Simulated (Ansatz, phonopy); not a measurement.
# Grüneisen parameters and expansion of SiBi (hypothetical, Fm-3m), part 4 of 4

Aim: how the vibrations of SiBi (hypothetical) shift with volume, and the expansion that follows. The crystal structure is hypothetical: it was made by swapping elements on a known structure type.

Ansatz 0.2.0; DFT PBEsol, scalar-relativistic, plane waves, PAW.

So far. Step 15 (A cell at another volume, V/V0 1.05): The run ends at a pressure of -3.01 GPa. Step 16 (Lattice dynamics at this volume, V/V0 1.05): No mode is imaginary beyond numerical noise at the solved wavevectors. The highest zone-centre mode (no LO–TO term) moved by -20.0 % for a volume change of +5.0 %.

## (17) How the modes move with volume

This step: DFT PBEsol, scalar-relativistic, plane waves, PAW (phonopy 4.10.0).

This step gave:

```yaml
share_of_modes_with_a_negative_grueneisen_parameter: 0.007
```

Mean Grüneisen, by row:

| T (K) | heat-capacity-weighted mean | root mean square |
| --- | --- | --- |
| 50 | 1.713 | 1.972 |
| 100 | 2.002 | 2.25 |
| 200 | 2.089 | 2.319 |
| 300 | 2.104 | 2.331 |
| 500 | 2.112 | 2.336 |
| 800 | 2.115 | 2.338 |

Table of mean mode Grueneisen parameter by wavenumber:

| wavenumber (cm⁻¹) | mean mode Grueneisen parameter |
| --- | --- |
| 4.2 | - |
| 12.7 | 0.542 |
| 21.1 | 1.32 |
| 29.5 | 0.404 |
| 38.0 | 1.11 |
| 46.4 | 0.805 |
| 54.8 | 1.44 |
| 63.3 | 1.7 |
| 71.7 | 1.81 |
| 80.2 | 1.87 |
| 88.6 | 1.87 |
| 97.0 | 1.76 |
| 105.5 | - |
| 113.9 | - |
| 122.3 | 5.19 |
| 130.8 | 4.68 |
| 139.2 | 4.33 |
| 147.7 | 3.92 |
| 156.1 | 3.61 |
| 164.5 | 3.35 |
| 173.0 | 3.15 |
| 181.4 | 2.84 |
| 189.8 | 2.44 |
| 198.3 | 2.34 |
| 206.7 | 2.08 |
| 215.2 | 1.92 |
| 223.6 | 1.9 |
| 232.0 | 1.85 |
| 240.5 | 1.77 |
| 248.9 | 1.69 |

Volume series, by row:

| V/V0 | V (Å³/atom) | pressure (GPa) | E - E0 (meV/atom) | gap (eV) | zero-point energy (meV/atom) | lowest on the path (cm⁻¹) | highest at Gamma without the LO-TO term (cm⁻¹) |
| --- | --- | --- | --- | --- | --- | --- | --- |
| 0.97 | 23.64 | 2.246 | 5.009 | 0 | 24.92 | 0 | 155.2 |
| 0.985 | 24 | 1.077 | 1.224 | 0 | 24.09 | 0 | 147 |
| 1 | 24.37 | 0 | 0 | 0 | 23.26 | 0 | 138.8 |
| 1.015 | 24.73 | -0.991 | 1.135 | 0 | 22.43 | 0 | 130.6 |
| 1.03 | 25.1 | -1.904 | 4.442 | 0 | 21.61 | 0 | 122.3 |
| 1.05 | 25.58 | -3.006 | 11.94 | 0 | 20.49 | 0 | 111.1 |

The optical frequency at Gamma without the LO-TO term, mode 4 by V/V0:

| V/V0 | optical frequency at Gamma without the LO-TO term, mode 4 (cm⁻¹) |
| --- | --- |
| 0.9700 | 155 |
| 0.9850 | 147 |
| 1.0000 | 139 |
| 1.0150 | 131 |
| 1.0300 | 122 |
| 1.0500 | 111 |

Grüneisen at points, by row:

| point | branch | frequency (cm⁻¹) | mode Grüneisen parameter |
| --- | --- | --- | --- |
| Γ | 4 | 138.8 | 3.94 |
| X | 1 | 26.7 | -0.75 |
| X | 3 | 48.8 | -0.05 |
| X | 4 | 124.1 | 5.56 |
| X | 6 | 172.9 | 3.5 |
| U | 1 | 43.5 | 0.28 |
| U | 2 | 62.2 | 1.53 |
| U | 3 | 68.2 | 1.61 |
| U | 4 | 171.2 | 3.53 |
| U | 5 | 185.8 | 2.51 |
| U | 6 | 190 | 2.58 |
| K | 1 | 43.5 | 0.28 |
| K | 2 | 62.2 | 1.53 |
| K | 3 | 68.2 | 1.61 |
| K | 4 | 171.2 | 3.53 |
| K | 5 | 185.8 | 2.51 |
| K | 6 | 190 | 2.58 |
| L | 1 | 78.7 | 1.93 |
| L | 3 | 97.5 | 1.77 |
| L | 4 | 219.2 | 1.78 |
| L | 6 | 254.4 | 1.62 |
| W | 1 | 45.3 | 0.2 |
| W | 3 | 77.3 | 2.06 |
| W | 4 | 168.8 | 3.55 |
| W | 6 | 209.4 | 1.83 |

## (18) Quasi-harmonic fit by phonopy

Numbers from this step:

| Item | Value |
| --- | --- |
| volume expansion coefficient at 300 K | 62.01 1e-6/K |
| isothermal bulk modulus at 300 K | 59.26 GPa |
| C_P at 300 K | 25.14 J/mol-atom/K |
| Grüneisen parameter at 300 K | 2.279 |

Table of energy (each curve on its own zero) by volume; values in meV/atom:

| volume (Å³/atom) | static | F at 0 K | F at 300 K | F at 900 K |
| --- | --- | --- | --- | --- |
| 23.635 | 5.01 | 7.13 | 11.6 | 24.1 |
| 24.000 | 1.22 | 2.51 | 5.38 | 13.3 |
| 24.366 | 0 | 0.46 | 1.64 | 4.78 |
| 24.731 | 1.13 | 0.77 | 0.15 | -1.68 |
| 25.097 | 4.44 | 3.25 | 0.71 | -6.36 |
| 25.584 | 11.9 | 9.63 | 4.27 | -10.3 |

Phonopy-qha, vinet fit of F(V) at each temperature; no electronic free energy. Qha vinet, by row:

| T (K) | fitted volume (Å³/atom) | alpha_V (1e-6/K) | B_T (GPa) | C_P (J/mol-atom/K) | Grueneisen |
| --- | --- | --- | --- | --- | --- |
| 75 | 24.52 | 31.56 | 66.37 | 15.99 | 1.939 |
| 100 | 24.55 | 39.69 | 65.73 | 18.99 | 2.048 |
| 125 | 24.57 | 45.21 | 65.03 | 20.91 | 2.11 |
| 150 | 24.6 | 49.12 | 64.28 | 22.16 | 2.148 |
| 175 | 24.63 | 52.08 | 63.51 | 23.03 | 2.177 |
| 200 | 24.67 | 54.49 | 62.71 | 23.66 | 2.2 |
| 225 | 24.7 | 56.57 | 61.88 | 24.14 | 2.221 |
| 250 | 24.74 | 58.47 | 61.03 | 24.53 | 2.241 |
| 275 | 24.77 | 60.26 | 60.16 | 24.86 | 2.26 |
| 300 | 24.81 | 62.01 | 59.26 | 25.14 | 2.279 |
| 325 | 24.85 | 63.76 | 58.34 | 25.39 | 2.298 |
| 350 | 24.89 | 65.54 | 57.4 | 25.63 | 2.318 |
| 375 | 24.93 | 67.36 | 56.43 | 25.86 | 2.338 |
| 400 | 24.97 | 69.26 | 55.43 | 26.09 | 2.359 |
| 425 | 25.02 | 71.24 | 54.42 | 26.31 | 2.381 |
| 450 | 25.06 | 73.34 | 53.37 | 26.54 | 2.404 |
| 475 | 25.11 | 75.55 | 52.3 | 26.77 | 2.427 |
| 500 | 25.16 | 77.92 | 51.2 | 27.01 | 2.452 |
| 525 | 25.21 | 80.44 | 50.07 | 27.27 | 2.477 |
| 550 | 25.26 | 83.15 | 48.92 | 27.54 | 2.504 |
| 575 | 25.31 | 86.06 | 47.73 | 27.83 | 2.532 |

Table of volume expansion coefficient, phonopy-qha, Vinet by temperature:

| temperature (K) | volume expansion coefficient, phonopy-qha, Vinet (1e-6/K) |
| --- | --- |
| 75 | 31.6 |
| 100 | 39.7 |
| 125 | 45.2 |
| 150 | 49.1 |
| 175 | 52.1 |
| 200 | 54.5 |
| 225 | 56.6 |
| 250 | 58.5 |
| 275 | 60.3 |
| 300 | 62.0 |
| 325 | 63.8 |
| 350 | 65.5 |
| 375 | 67.4 |
| 400 | 69.3 |
| 425 | 71.2 |
| 450 | 73.3 |
| 475 | 75.5 |
| 500 | 77.9 |
| 525 | 80.4 |
| 550 | 83.2 |
| 575 | 86.1 |

The fit gives a volume expansion of 62.0 × 10⁻⁶/K at 300 K.

## (19) Results

```json
{"volume expansion coefficient at 300 K": "62.01 1e-6/K", "isothermal bulk modulus at 300 K": "59.26 GPa", "C_P at 300 K": "25.14 J/mol-atom/K", "Grüneisen parameter at 300 K": "2.279", "mean mode Grüneisen parameter at 300 K": "2.10"}
```

**Reading.** Near room temperature SiBi (hypothetical) expands by 62.0 × 10⁻⁶/K in volume by PBEsol, with C_P = 25.1 J/(mol K) per mole of atoms and B_T = 59.3 GPa. The table stops at 575 K because beyond it the fitted volume comes within 1 % of the largest computed cell, where the fit loses its support. C_P at room temperature is 101 % of the classical 3R an atom. The fit leaves out the electrons' free energy, which adds to C_P and to the expansion of a metal at high temperature. The heat-capacity-weighted Grüneisen parameter goes from 1.71 at 50 K to 2.12 at 800 K. Weighting γ by the density of states and each mode's heat capacity at 300 K, modes below 80 cm⁻¹ give about 28 % of the sum of γC that drives the expansion, those up to 170 cm⁻¹ 33 % and the rest 39 %. Among the labelled points γ is largest for branch 4 at X (124 cm⁻¹, 5.6) and most negative for branch 1 at X (26.7 cm⁻¹, -0.75). The program warned that a few bands missed the eigensolver's threshold in at least one of the runs. The PAW files were made for PBE and are used here under another functional, for which the program regenerates the frozen cores.

[Logs are printed without paths, hosts, clocks, repeated set-up lines and the standing remarks that a program may print on its own settings, such as how far it seeks lower states.]

[Hosts, paths, dates, database ids (printed as entryN), source tags and the programs' standing remarks are cut or masked in the printed files.]

[A step with changed settings may run another functional than the one named; its input shows which.]


